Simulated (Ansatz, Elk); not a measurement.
# How far do independent atoms describe Y3Zn?

Structure refinements treat a crystal as free atoms side by side. For a made-up structure of Y3Zn (cell and positions from a PBEsol relaxation) the runs below show what the calculated density changes in F(hkl).

Method: DFT, PBE, all-electron APW+lo, Dirac cores, scalar-relativistic bands, static density, no spin, in Elk 11.2.3 (patched build).

The structure was built from a prototype and need not be the compound's stable phase.

## Step 1: The structure

Symmetry: Pm-3m, No. 221, cubic system. The conventional cell has a = 4.683 Å, b = 4.683 Å, c = 4.683 Å, α = 90.00°, β = 90.00°, γ = 90.00°. Y has 4 Zn at 3.31 Å and 8 Y at 3.31 Å nearest. Nearest to Zn lie 12 Y at 3.31 Å. Farther neighbours are not listed.

## Step 2: Ground state and structure factors

An all-electron density is needed, since X-rays see the cores too. Task 0 finds the density and task 195 Fourier-transforms it; tshift is off so that phases refer to the origin typed.

Contents of elk.in:

```
tasks
  0
  195

xctype
  20

spinpol
  .false.

rgkmax
  7.0

gmaxvr
  14.0

lmaxo
  7

lmaxapw
  8

swidth
  0.002

tshift
  .false.

ramdisk
  .false.

hmaxvr
  5.5

maxscl
  120

epspot
  1e-06

sppath
  './'

avec
  8.84921227482 -0.00000000000 -0.00000000000
  -0.00000000000 8.84921227482 -0.00000000000
  -0.00000000000 -0.00000000000 8.84921227482

atoms
  2
  'Y.in'
  3
  0.5000000000 0.5000000000 -0.0000000000   0.000000 0.000000 0.000000
  0.5000000000 -0.0000000000 0.5000000000   0.000000 0.000000 0.000000
  0.0000000000 0.5000000000 0.5000000000   0.000000 0.000000 0.000000
  'Zn.in'
  1
  -0.0000000000 0.0000000000 0.0000000000   0.000000 0.000000 0.000000

ngridk
  5 5 5
```

Started as:

```console
$ OMP_NUM_THREADS=4 elk
```

Numbers of over 12 decimals in the logs are rounded to 6 here.

Output:

```text
┌─────────────────────────┐
│ Elk code version 11.2.3 │
└─────────────────────────┘

All units are atomic (Hartree, Bohr, etc.)

┌─────────────────────────────────────────────────┐
│ Ground-state run starting from atomic densities │
└─────────────────────────────────────────────────┘

Lattice vectors :
   8.849212275      -0.000000000      -0.000000000
  -0.000000000       8.849212275      -0.000000000
  -0.000000000      -0.000000000       8.849212275

Reciprocal lattice vectors :
  0.7100276400       0.000000000       0.000000000
   0.000000000      0.7100276400       0.000000000
   0.000000000       0.000000000      0.7100276400

Unit cell volume      :    692.9690517
Brillouin zone volume :   0.3579528016

Muffin-tin inner radius fraction :   0.1000000000E-01

Nuclei treated as point charges

Species : 1 (Y)
 parameters loaded from : Y.in
 name : yttrium
 nuclear charge    :   -39.00000000
 electronic charge :    39.00000000
 atomic mass :    162065.4503
 muffin-tin radius :    2.600000000
 number of radial points in muffin-tin :   1193
 inner part over the whole radius :   0.9871815862E-02
 number on inner part of muffin-tin    :    847
 approximate nuclear radius :   0.8135895711E-04
 number of mesh points to nuclear radius :    416
 atomic positions (lattice), magnetic fields (Cartesian) :
  1 :   0.50000000  0.50000000  0.00000000    0.00000000  0.00000000  0.00000000
  2 :   0.50000000  0.00000000  0.50000000    0.00000000  0.00000000  0.00000000
  3 :   0.00000000  0.50000000  0.50000000    0.00000000  0.00000000  0.00000000

Species : 2 (Zn)
 parameters loaded from : Zn.in
 name : zinc
 nuclear charge    :   -30.00000000
 electronic charge :    30.00000000
 atomic mass :    119233.3130
 muffin-tin radius :    2.400000000
 number of radial points in muffin-tin :    993
 inner part over the whole radius :   0.9843840322E-02
 number on inner part of muffin-tin    :    701
 approximate nuclear radius :   0.7484757725E-04
 number of mesh points to nuclear radius :    337
 atomic positions (lattice), magnetic fields (Cartesian) :
  1 :   0.00000000  0.00000000  0.00000000    0.00000000  0.00000000  0.00000000

Total number of atoms per unit cell :    4
Total muffin-tin volume :    278.7723657
 ratio of muffin-tin to unit cell volume :   0.4022868915

Spin treatment :
 spin-unpolarised

Number of Bravais lattice symmetries :   48
Number of crystal symmetries         :   48
Crystal has inversion symmetry
Real symmetric eigensolver will be used

k-point grid :      5     5     5
k-point offset :    0.000000000       0.000000000       0.000000000
k-point set is reduced with full crystal symmetry group
Total number of k-points :       10

Muffin-tin radius times maximum |G+k| :    7.000000000
 using average radius
Maximum |G+k| for APW functions       :    2.745098039
Maximum (1/2)|G+k|²                   :    3.767781622
Maximum |G| for potential and density :    14.00000000
Constant for pseudocharge density :    9
 order of it for each species :   16  16
 order of it for pair densities of each species (exact exchange by exxq0 0: 17) :   10   8
Radial integration step length :    1

G-vector grid sizes :     40    40    40
Number of G-vectors :    31967

Maximum angular momentum used for
 APW functions            :    8
 outer part of muffin-tin :    7
 inner part of muffin-tin :    2

Total nuclear charge    :   -147.0000000
Total core charge       :    96.00000000
Total valence charge    :    51.00000000
Total excess charge     :    0.000000000
Total electronic charge :    147.0000000

Effective Wigner radius, rₛ :    1.040165947

Number of empty states         :     16
Total number of valence states :     42
Total number of core states    :     96

Third-order local-orbitals added for an l without core states : T
Total number of local-orbitals :     61

Exchange-correlation functional :     20     0     0
 Perdew-Burke-Ernzerhof, Phys. Rev. Lett. 77, 3865 (1996)
 gradient requirement :    1
[...]
Madelung                    :     -14446.801776520
 xc potential                :     -522.70753275804
 exchange                    :     -393.13839104950
 correlation                 :     -7.365569
 electron entropic           :    -0.22377672733882E-02
 total energy                :     -11954.084846010

Density of states at Fermi energy :    164.7894392
 (states/Hartree/unit cell)

Estimated indirect band gap :   0.1708409667E-02
 from k-point 10 to k-point 4
Estimated direct band gap   :   0.7367634119E-02
 at k-point 10

Charges :
 core                        :    96.00000000
 valence                     :    51.00000000
 interstitial                :    7.706000974
 muffin-tins (core leakage)
  species : 1 (Y)
   atom 1                    :    36.88475913     (  0.8948865979E-05)
   atom 2                    :    36.88475913     (  0.8948865979E-05)
[...]
species : 2 (Zn)
[...]
total in muffin-tins        :    139.2939990
 total calculated charge     :    146.9999270
 total charge                :    147.0000000
 error                       :   0.7296751804E-04

RMS change in Kohn-Sham potential (target) :   0.1620543201     (  0.1000000000E-05)
Absolute change in total energy (target)   :   0.1245045944     (  0.1000000000E-03)

[... loops 3 to 13 left out ...]

┌──────────────────┐
│ Loop number : 14 │
└──────────────────┘

Energies :
 Fermi                       :     0.251095
 sum of occupied eigenvalues :     -7030.3956943107
 electron kinetic            :      12307.424239159
 core electron kinetic       :      11922.801930660
 Coulomb                     :     -23859.791359597
 Coulomb potential           :     -18815.772901768
 nuclear-nuclear             :     -1407.2184057188
 electron-nuclear            :     -26119.860275120
 Hartree                     :      3667.2873212418
 Madelung                    :     -14451.904908713
 xc potential                :     -522.04703170199
 exchange                    :     -393.50922696700
 correlation                 :     -7.367930
 electron entropic           :    -0.21253229848493E-02
 total energy                :     -11953.246403174

Density of states at Fermi energy :    165.9221611
 (states/Hartree/unit cell)

Estimated indirect band gap :   0.1640690018E-02
 from k-point 10 to k-point 4
Estimated direct band gap   :   0.3847748594E-02
 at k-point 10

Charges :
 core                        :    96.00000000
 valence                     :    51.00000000
 interstitial                :    7.486441233
 muffin-tins (core leakage)
  species : 1 (Y)
[...]
species : 2 (Zn)
[...]
total in muffin-tins        :    139.5135588
 total calculated charge     :    146.9999506
 total charge                :    147.0000000
 error                       :   0.4941021180E-04

RMS change in Kohn-Sham potential (target) :   0.4406996002E-06 (  0.1000000000E-05)
Absolute change in total energy (target)   :   0.1271775545E-04 (  0.1000000000E-03)

Convergence targets achieved

┌──────────────────┐
│ Loop number : 15 │
└──────────────────┘

Energies :
 Fermi                       :     0.251095
 sum of occupied eigenvalues :     -7030.3957335049
 electron kinetic            :      12307.424202289
 core electron kinetic       :      11922.801883581
 Coulomb                     :     -23859.791355990
 Coulomb potential           :     -18815.772887074
 nuclear-nuclear             :     -1407.2184057188
 electron-nuclear            :     -26119.860284219
 Hartree                     :      3667.2873339477
 Madelung                    :     -14451.904912454
 xc potential                :     -522.04704872034
 exchange                    :     -393.50922749091
 correlation                 :     -7.367930
 electron entropic           :    -0.21253231164777E-02
 total energy                :     -11953.246436932

Density of states at Fermi energy :    165.9222132
 (states/Hartree/unit cell)

Estimated indirect band gap :   0.1640692573E-02
 from k-point 10 to k-point 4
Estimated direct band gap   :   0.3847749436E-02
 at k-point 10

Charges :
 core                        :    96.00000000
 valence                     :    51.00000000
 interstitial                :    7.486440020
 muffin-tins (core leakage)
  species : 1 (Y)
[...]
atom 2                    :    36.88487558     (  0.8700713209E-05)
   atom 3                    :    36.88487558     (  0.8700713209E-05)
  species : 2 (Zn)
   atom 1                    :    28.85893325     (  0.7943410676E-04)
 total in muffin-tins        :    139.5135600
 total calculated charge     :    146.9999506
 total charge                :    147.0000000
 error                       :   0.4941039793E-04

┌──────────────────────────────┐
│ Self-consistent loop stopped │
└──────────────────────────────┘

Wrote STATE.OUT
```

Elapsed: 19 s, on 4 threads of Arm Neoverse V1, shared host; peak memory 0.19 GiB.

SFACRHO.OUT:

```text

h k l indices transformed by vhmat matrix:
   1.000000000       0.000000000       0.000000000    
   0.000000000       1.000000000       0.000000000    
   0.000000000       0.000000000       1.000000000    

      h      k      l  multipl.   |H|            Re(F)            Im(F)           |F|

      0      0      0      1   0.0000000       147.00000      0.14952616E-16   147.00000    
      0     -1      0      6  0.71002764      -7.4590208     -0.83506658E-14   7.4590208    
     -1      0      1     12   1.0041307      -6.7424863     -0.13021616E-15   6.7424863    
      1      1      1      8   1.2298039       118.33870     -0.22997038E-13   118.33870    
      0      0     -2      6   1.4200553       113.57590      0.14741104E-13   113.57590    
     -1      0     -2     24   1.5876701      -6.3773704     -0.71639835E-14   6.3773704    
     -1      1     -2     24   1.7392054      -6.2030053     -0.13668674E-13   6.2030053    
      2      2      0     12   2.0082614       99.838415     -0.25915127E-13   99.838415    
      2     -2      1     24   2.1300829      -5.8325192      0.61422428E-14   5.8325192    
      0      0      3      6   2.1300829      -5.7929549      0.19090095E-13   5.7929549    
     -3      1      0     24   2.2453045      -5.7952801      0.22251407E-13   5.7952801    
     -1     -1     -3     24   2.3548953       92.423796      0.30144227E-13   92.423796    
      2     -2     -2      8   2.4596079       90.377853      0.11722705E-13   90.377853    
     -2     -3      0     24   2.5600411      -5.7119405     -0.17302074E-13   5.7119405    
     -2      1      3     48   2.6566802      -5.7295190     -0.10280136E-14   5.7295190    
      4      0      0      6   2.8401106       83.371141     -0.21721508E-13   83.371141    
      3      2     -2     24   2.9275190      -5.7387549      0.16287685E-13   5.7387549    
     -4      0     -1     24   2.9275190      -5.7590622     -0.53711959E-14   5.7590622
```

Elk indexes on the primitive cell of elk.in and gives |H| = 4π sin θ/λ in inverse bohr. Below, one row stands for each form hkl of the conventional cell (m members, Friedel mates merged), F is for one primitive cell and the density is static (no thermal factor). Free-atom factors are Waasmaier and Kirfel's, and R is Σm||F|−|F'||/Σm|F|.

```tsv
hkl	m	sin θ/λ (Å⁻¹)	abs F, DFT	neutral atoms	diff.
100	6	0.107	7.459	7.315	+0.144
110	12	0.151	6.742	6.760	-0.017
111	8	0.185	118.339	118.740	-0.401
200	6	0.213	113.576	113.959	-0.383
210	24	0.239	6.377	6.092	+0.285
211	24	0.262	6.203	5.949	+0.254
220	12	0.302	99.838	99.889	-0.050
221	24	0.320	5.832	5.690	+0.142
300	6	0.320	5.793	5.690	+0.103
310	24	0.338	5.795	5.651	+0.144
311	24	0.354	92.424	92.446	-0.022
222	8	0.370	90.378	90.359	+0.019
320	24	0.385	5.712	5.628	+0.084
321	48	0.400	5.729	5.641	+0.088
400	6	0.427	83.371	83.406	-0.035
322	24	0.440	5.739	5.712	+0.027
410	24	0.440	5.759	5.712	+0.048
411	24	0.453	5.718	5.740	-0.022
330	12	0.453	5.755	5.740	+0.015
331	24	0.465	79.229	79.253	-0.024
420	24	0.477	77.962	78.015	-0.053
421	48	0.489	5.821	5.826	-0.006
```

## Step 3: The highest occupied states alone

An energy window below the Fermi level keeps the highest occupied states, to see at which angles they scatter; shallow core shells can lie inside it and anion s states outside. No new self-consistency is needed.

Changes to elk.in since step 2:

```diff
@@ -1,3 +1,2 @@
 tasks
-  0
   195
@@ -40,2 +39,5 @@
 
+wsfac
+  -0.300140 0.551100
+
 sppath
```

Started as:

```console
$ OMP_NUM_THREADS=4 elk
```

Output:

```text
┌─────────────────────────────────┐
│ Elk code version 11.2.3 started │
└─────────────────────────────────┘

Info(readinput): the functional depends on the density's gradient
 muffin-tin radial points multiplied by    2.00000
 (not where nrmtscf is given)

┌────────────────────┐
│ Current task : 195 │
└────────────────────┘

Info(sfacrho): density structure factors written to SFACRHO.OUT

 Energy window :  -0.3001400000      0.5511000000

┌──────────────────┐
│ Elk code stopped │
└──────────────────┘
```

It took 11 s on 4 threads; peak memory 0.19 GiB; 12 s of CPU time.

States within 15 eV below the Fermi level hold 21.00 electrons; any levels below the window count with the cores. Their amplitudes can exceed the total, where window and core parts have opposite phase:

```tsv
hkl	sin θ/λ (Å⁻¹)	abs F, window	abs F, all
100	0.107	9.106	7.459
110	0.151	8.608	6.742
111	0.185	8.051	118.339
200	0.213	7.277	113.576
210	0.239	6.417	6.377
211	0.262	5.994	6.203
220	0.302	5.610	99.838
221	0.320	5.002	5.832
300	0.320	5.044	5.793
310	0.338	4.696	5.795
```

## Step 4: Another functional

The difference from free atoms is small, so it is set against the change that LDA (Perdew-Wang) makes.

Changes to elk.in since step 3:

```diff
@@ -1,2 +1,3 @@
 tasks
+  0
   195
@@ -4,3 +5,3 @@
 xctype
-  20
+  3
 
@@ -39,5 +40,2 @@
 
-wsfac
-  -0.300140 0.551100
-
 sppath
```

Started as:

```console
$ OMP_NUM_THREADS=4 elk
```

Output:

```text
┌─────────────────────────┐
│ Elk code version 11.2.3 │
└─────────────────────────┘

All units are atomic (Hartree, Bohr, etc.)

┌─────────────────────────────────────────────────┐
│ Ground-state run starting from atomic densities │
└─────────────────────────────────────────────────┘

Lattice vectors :
   8.849212275      -0.000000000      -0.000000000
  -0.000000000       8.849212275      -0.000000000
  -0.000000000      -0.000000000       8.849212275

Reciprocal lattice vectors :
  0.7100276400       0.000000000       0.000000000
[...]
valence                     :    51.00000000
 interstitial                :    7.427485277
 muffin-tins (core leakage)
  species : 1 (Y)
[...]
atom 3                    :    36.89677871     (  0.3899356095E-05)
  species : 2 (Zn)
   atom 1                    :    28.88217859     (  0.7973841372E-04)
 total in muffin-tins        :    139.5725147
 total calculated charge     :    146.9999554
 total charge                :    147.0000000
 error                       :   0.4459385235E-04

┌──────────────────────────────┐
│ Self-consistent loop stopped │
└──────────────────────────────┘

Wrote STATE.OUT
[key lines of the parts left out:]
total energy                :     -11939.221803009
```

The job ended after 11 s (4 threads; peak memory 0.19 GiB; 21 s of CPU time).

Against the first run R = 0.07 %; the largest change is -0.040 at 220.

## Step 5: A coarser k-mesh

About half the k-points along each axis test the sampling.

Changes to elk.in since step 4:

```diff
@@ -5,3 +5,3 @@
 xctype
-  3
+  20
 
@@ -60,2 +60,2 @@
 ngridk
-  5 5 5
+  2 2 2
```

Started as:

```console
$ OMP_NUM_THREADS=4 elk
```

Output:

```text
┌─────────────────────────┐
│ Elk code version 11.2.3 │
└─────────────────────────┘

All units are atomic (Hartree, Bohr, etc.)

┌─────────────────────────────────────────────────┐
│ Ground-state run starting from atomic densities │
└─────────────────────────────────────────────────┘

Lattice vectors :
   8.849212275      -0.000000000      -0.000000000
  -0.000000000       8.849212275      -0.000000000
  -0.000000000      -0.000000000       8.849212275

Reciprocal lattice vectors :
  0.7100276400       0.000000000       0.000000000
[...]
valence                     :    51.00000000
 interstitial                :    7.427308369
 muffin-tins (core leakage)
  species : 1 (Y)
[...]
atom 3                    :    36.90571488     (  0.8712323798E-05)
  species : 2 (Zn)
   atom 1                    :    28.85554699     (  0.7951029080E-04)
 total in muffin-tins        :    139.5726916
 total calculated charge     :    146.9997472
 total charge                :    147.0000000
 error                       :   0.2528468490E-03

┌──────────────────────────────┐
│ Self-consistent loop stopped │
└──────────────────────────────┘

Wrote STATE.OUT
[key lines of the parts left out:]
total energy                :     -11953.253183654
```

Elapsed: 17 s, on 4 threads; peak memory 0.19 GiB.

Against the first run R = 0.03 %; the largest change is -0.159 at 200.

## Step 6: Basis size

The basis and the expansions that go with it are enlarged, to see whether the differences are converged.

Changes to elk.in since step 5:

```diff
@@ -11,12 +11,12 @@
 rgkmax
-  7.0
+  8.5
 
 gmaxvr
-  14.0
+  18.0
 
 lmaxo
-  7
+  9
 
 lmaxapw
-  8
+  10
 
@@ -60,2 +60,2 @@
 ngridk
-  2 2 2
+  5 5 5
```

Started as:

```console
$ OMP_NUM_THREADS=4 elk
```

Output:

```text
┌─────────────────────────┐
│ Elk code version 11.2.3 │
└─────────────────────────┘

All units are atomic (Hartree, Bohr, etc.)

┌─────────────────────────────────────────────────┐
│ Ground-state run starting from atomic densities │
└─────────────────────────────────────────────────┘

Lattice vectors :
   8.849212275      -0.000000000      -0.000000000
  -0.000000000       8.849212275      -0.000000000
  -0.000000000      -0.000000000       8.849212275

Reciprocal lattice vectors :
  0.7100276400       0.000000000       0.000000000
[...]
valence                     :    51.00000000
 interstitial                :    7.454450184
 muffin-tins (core leakage)
  species : 1 (Y)
[...]
atom 3                    :    36.89191314     (  0.8708016836E-05)
  species : 2 (Zn)
   atom 1                    :    28.86981039     (  0.7939561456E-04)
 total in muffin-tins        :    139.5455498
 total calculated charge     :    146.9999060
 total charge                :    147.0000000
 error                       :   0.9396632814E-04

┌──────────────────────────────┐
│ Self-consistent loop stopped │
└──────────────────────────────┘

Wrote STATE.OUT
[key lines of the parts left out:]
total energy                :     -11953.264087093
```

Wall time 46 s (4 threads); peak memory 0.31 GiB.

Against the first run R = 0.01 %; the largest change is -0.019 at 400.

## Step 7: Settings against the effect

```tsv
run	R against the first run (%)	R against neutral atoms, low angle (%)	wall time
PBE, rgkmax 7	0.00	0.95	19 s
LDA (Perdew-Wang)	0.07	0.94	11 s
k-mesh 2×2×2	0.03	0.96	17 s
rgkmax 8.5 with larger expansions	0.01	0.94	46 s
```

## Step 8: Outcome

```yaml
r_against_neutral_atoms_sin_theta_lambda_0p3_a_minus1: 0.95 %
r_against_neutral_atoms_0p3_to_0p82_a_minus1: 0.26 %
```

**Reading.** Independent neutral atoms miss the calculated amplitudes by R = 0.95 % below 0.3 Å⁻¹ and 0.26 % from there to 0.82 Å⁻¹; by shells, 1.94 % below 0.15 Å⁻¹ (1 form), 0.93 % 0.15 to 0.3 (5 forms), 0.30 % 0.3 to 0.45 (11 forms), 0.25 % above 0.45 (57 forms). Bonding, aspherical density and the tables' own atoms all enter these figures, and the runs don't part them. The largest change of an amplitude is -0.40 electrons, at 111. The window's part falls from 21.0 electrons at the origin to at most 3.13 between 0.45 and 0.82 Å⁻¹, where compact states inside the window still scatter. Below 0.3 Å⁻¹ the changes that finished (LDA (Perdew-Wang), k-mesh 2×2×2 and rgkmax 8.5 with larger expansions) move F by R = 0.15 % at most, against the 0.95 % that separates it from free atoms. A single amplitude moves by up to 0.16 electrons, against 0.40 for the largest difference from free atoms. Part of the difference isn't bonding: the tables are fits to free atoms and ions calculated by other methods than this functional. Thermal motion, anomalous dispersion and extinction are left out.

[Logs are printed without paths, hosts, clocks, repeated set-up lines and the standing remarks that a program may print on its own settings, such as how far it seeks lower states.]

[Hosts, paths, dates, database ids (printed as entryN), source tags and the programs' standing remarks are cut or masked in the printed files.]
